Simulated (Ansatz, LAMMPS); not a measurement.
# Which site? a vacancy of Te in Zn34Te25S9 with crystalline order left by the classical run (68 atoms): runs compared

At which site of Zn34Te25S9 with crystalline order left by the classical run (68 atoms) does a vacancy of Te cost least, and what about the site decides it?

Computed with Ansatz 0.2.0: Kohn-Sham DFT, PBE, PAW (set soft_1), plane waves.

## Step 1: The cell as built

The cell holds 68 atoms: 34 Zn, 25 Te and 9 S. Its edges and angles: a = 12.398 Å, b = 12.398 Å, c = 12.398 Å, α = 90.0°, β = 90.0°, γ = 90.0°. 68 atoms (34 Zn, 25 Te, 9 S) placed at random at 4.97 g/cm³, melted at 2500 K for 10 ps at fixed volume with the Stillinger-Weber II-VI potential (Zhou et al., Phys. Rev. B 88, 085309 (2013)). Quenched from 2500 K to 100 K at 5 K/ps and fixed volume, held 5 ps.

Limits known from the start: The quench rate of 5 K/ps far exceeds what a furnace or splat quench reaches, so expect more defects and frozen-in strain than in a real sample. The network of bonds at the start is that of the classical potential that made the cell, and needn't be the one that DFT or experiment would give. Sampling is at Γ alone, for a cell whose shortest periodic width is 12 Å. No spin–orbit coupling is included, so levels derived from the heavy atoms are approximate.

## Step 2: The reference run

The reference is a single point at the end of the relaxation.

Every defect cell starts from the geometry of this run and is relaxed in the fixed cell.

Its input, with most atom lines left out:

```yaml
crystal:
  lattice:
    - [12.398, 0.0, 0.0]
    - [0.0, 12.398, 0.0]
    - [0.0, 0.0, 12.398]
  atoms:
    - { symbol: Zn, position: [0.38292, 0.6286, 0.5774] }
    - { symbol: Zn, position: [0.68223, 0.23866, 0.44998] }
    - { symbol: Zn, position: [0.41221, 0.4839, 0.84705] }
    - { symbol: Zn, position: [0.00104, 0.24018, 0.93335] }
    - { symbol: Zn, position: [0.17036, 0.18846, 0.37912] }
    - { symbol: Zn, position: [0.5728, 0.8097, 0.2936] }
    - { symbol: Zn, position: [0.45917, 0.97236, 0.54606] }
    [... atom lines 8 to 68 left out ...]
kpoints:
  mp_grid: { grid: [1, 1, 1] }
hamiltonian:
  xc: pbe
  pseudopotentials: { kind: paw, azcp: { folder: soft_1 } }
scf:
  occupations: { method: gaussian, width: 0.05 }
output:
  forces: true
  stress: true
  populations: true
  dos:
    method: { smearing: { sigma: 0.15 } }
    de: 0.1
    projected: { site_lists: { S: [S], Te: [Te], Zn: [Zn] } }
  eigenvalues: true
  write_density: true
  write_potential: true
  volumetric_format: npy
  elf: true
```

```
free energy per atom   : -4345.5142 eV/atom
r.m.s. force component : 0.0069 eV/Å
pressure               : -1.227 GPa
```

Filled and empty levels are parted by 0.663 eV (at Γ alone); a semilocal functional tends to put such gaps too low. In a disordered cell it changes from sample to sample, and tail or defect levels can set it.

## Step 3: The runs

Each row is one run, on 4 threads of Intel Xeon Platinum 8488C (Sapphire Rapids), shared host. The free energy is the program's total, comparable only between runs with the same functional, potentials and atoms.

| run | atoms | outcome | ionic steps, all passes | free energy (eV) | time | host memory (GiB) |
| --- | --- | --- | --- | --- | --- | --- |
| Single point at the start | 68 | converged | - | -295493.168 | 20 s | 2.8 |
| Relaxation | 68 | converged | 11 | -295494.968 | 2.5 min | 2.9 |
| Single point at the relaxed geometry | 68 | converged | - | -295494.968 | 37 s | 3.0 |
| Vacancy of Te, site Te56 | 67 | converged | 12 | -288514.322 | 3.9 min | 3.0 |
| Vacancy of Te, site Te43 | 67 | converged | 15 | -288513.551 | 4.2 min | 3.0 |
| Vacancy of Te, site Te42 | 67 | converged | 11 | -288513.024 | 3 min | 3.0 |
| Vacancy of Te, site Te40 | 67 | converged | 21 | -288513.162 | 5.7 min | 2.9 |
| Vacancy of Te, site Te54 | 67 | converged | 9 | -288513.133 | 2.6 min | 3.0 |
| Vacancy of Te, site Te47 | 67 | converged | 15 | -288514.313 | 4.5 min | 3.0 |

The surroundings of site Te56, the cheapest one, after relaxation: 10 atoms, nearest first, with positions taken from that point. Atoms keep their numbers of the cell before the removal, where the removed atom was number 56.

| atom | x | y | z | distance (Å) | bonds |
| --- | --- | --- | --- | --- | --- |
| Te45 | 2.24 | 1.18 | 1.43 | 2.91 | 4 |
| Zn5 | 1.36 | 2.49 | -0.71 | 2.92 | 3 |
| Zn11 | -0.09 | 0.88 | 2.94 | 3.07 | 4 |
| S61 | -2.18 | 1.17 | 1.92 | 3.13 | 4 |
| Zn9 | 2.13 | -2.22 | -1.12 | 3.27 | 3 |
| Zn34 | -3.56 | -0.65 | 0.70 | 3.68 | 4 |
| Zn25 | -1.97 | 3.24 | 0.72 | 3.86 | 4 |
| S64 | 1.98 | 2.02 | -2.90 | 4.06 | 4 |
| Te53 | 0.75 | -2.28 | -3.28 | 4.06 | 4 |
| Te36 | 1.19 | -3.97 | 0.64 | 4.20 | 4 |

The column of bonds counts only the pairs Zn-Te within 3.08 Å, Zn-S within 2.93 Å; other neighbours, such as metal atoms beside each other in a compound, aren't counted, and periodic images can show an atom twice.

## Step 4: The sites compared

All these cells hold the same atoms, so their energies can be compared with no chemical potential.

| site | neighbours | mean distance (Å) | atoms within 6 Å | energy over the best site (eV) | before relaxation (eV) | gain on relaxing (eV) |
| --- | --- | --- | --- | --- | --- | --- |
| Te56 | Zn3 | 2.65 | 31 | 0.00 | 0.00 | 1.09 |
| Te47 | Zn4 | 2.64 | 28 | 0.01 | 0.40 | 1.48 |
| Te43 | Zn4 | 2.77 | 31 | 0.77 | 0.79 | 1.11 |
| Te40 | Zn4 | 2.69 | 29 | 1.16 | 0.77 | 0.70 |
| Te54 | Zn4 | 2.71 | 29 | 1.19 | 1.00 | 0.90 |
| Te42 | Zn4 | 2.73 | 29 | 1.30 | 0.97 | 0.76 |

Neighbours are those of the relaxed host within 3.33 Å (Zn-Te); other pairs aren't counted.

## Step 5: Outcome

The cheapest site is Te56 (3 neighbours, Zn3); the dearest, Te42 (4 neighbours, Zn4), costs 1.3 eV more. Te47 lies within 0.02 eV of the cheapest, a tie at this tolerance. By coordination the energies over the best site are 0.00 eV with 3 neighbours and 0.01 to 1.30 eV with 4 neighbours. At Te47 (largest move 2.1 Å) and Te40 (largest move 1.7 Å) other atoms changed place, so the end state is more than the plain defect. Relaxation gains 0.70 to 1.5 eV and leaves the best site the same.

**Limits.** Defects are neutral and interact with their images. In a disordered cell the relaxation can also rearrange atoms far from the site. Only 6 of the 25 Te sites were tried; unless symmetry makes the others alike to these, a cheaper one may exist.

The DFT runs together took 27 min of wall time.

[Logs are printed without paths, hosts, clocks, repeated set-up lines and the standing remarks that a program may print on its own settings, such as how far it seeks lower states.]

[Hosts, paths, dates, database ids (printed as entryN), source tags and the programs' standing remarks are cut or masked in the printed files.]
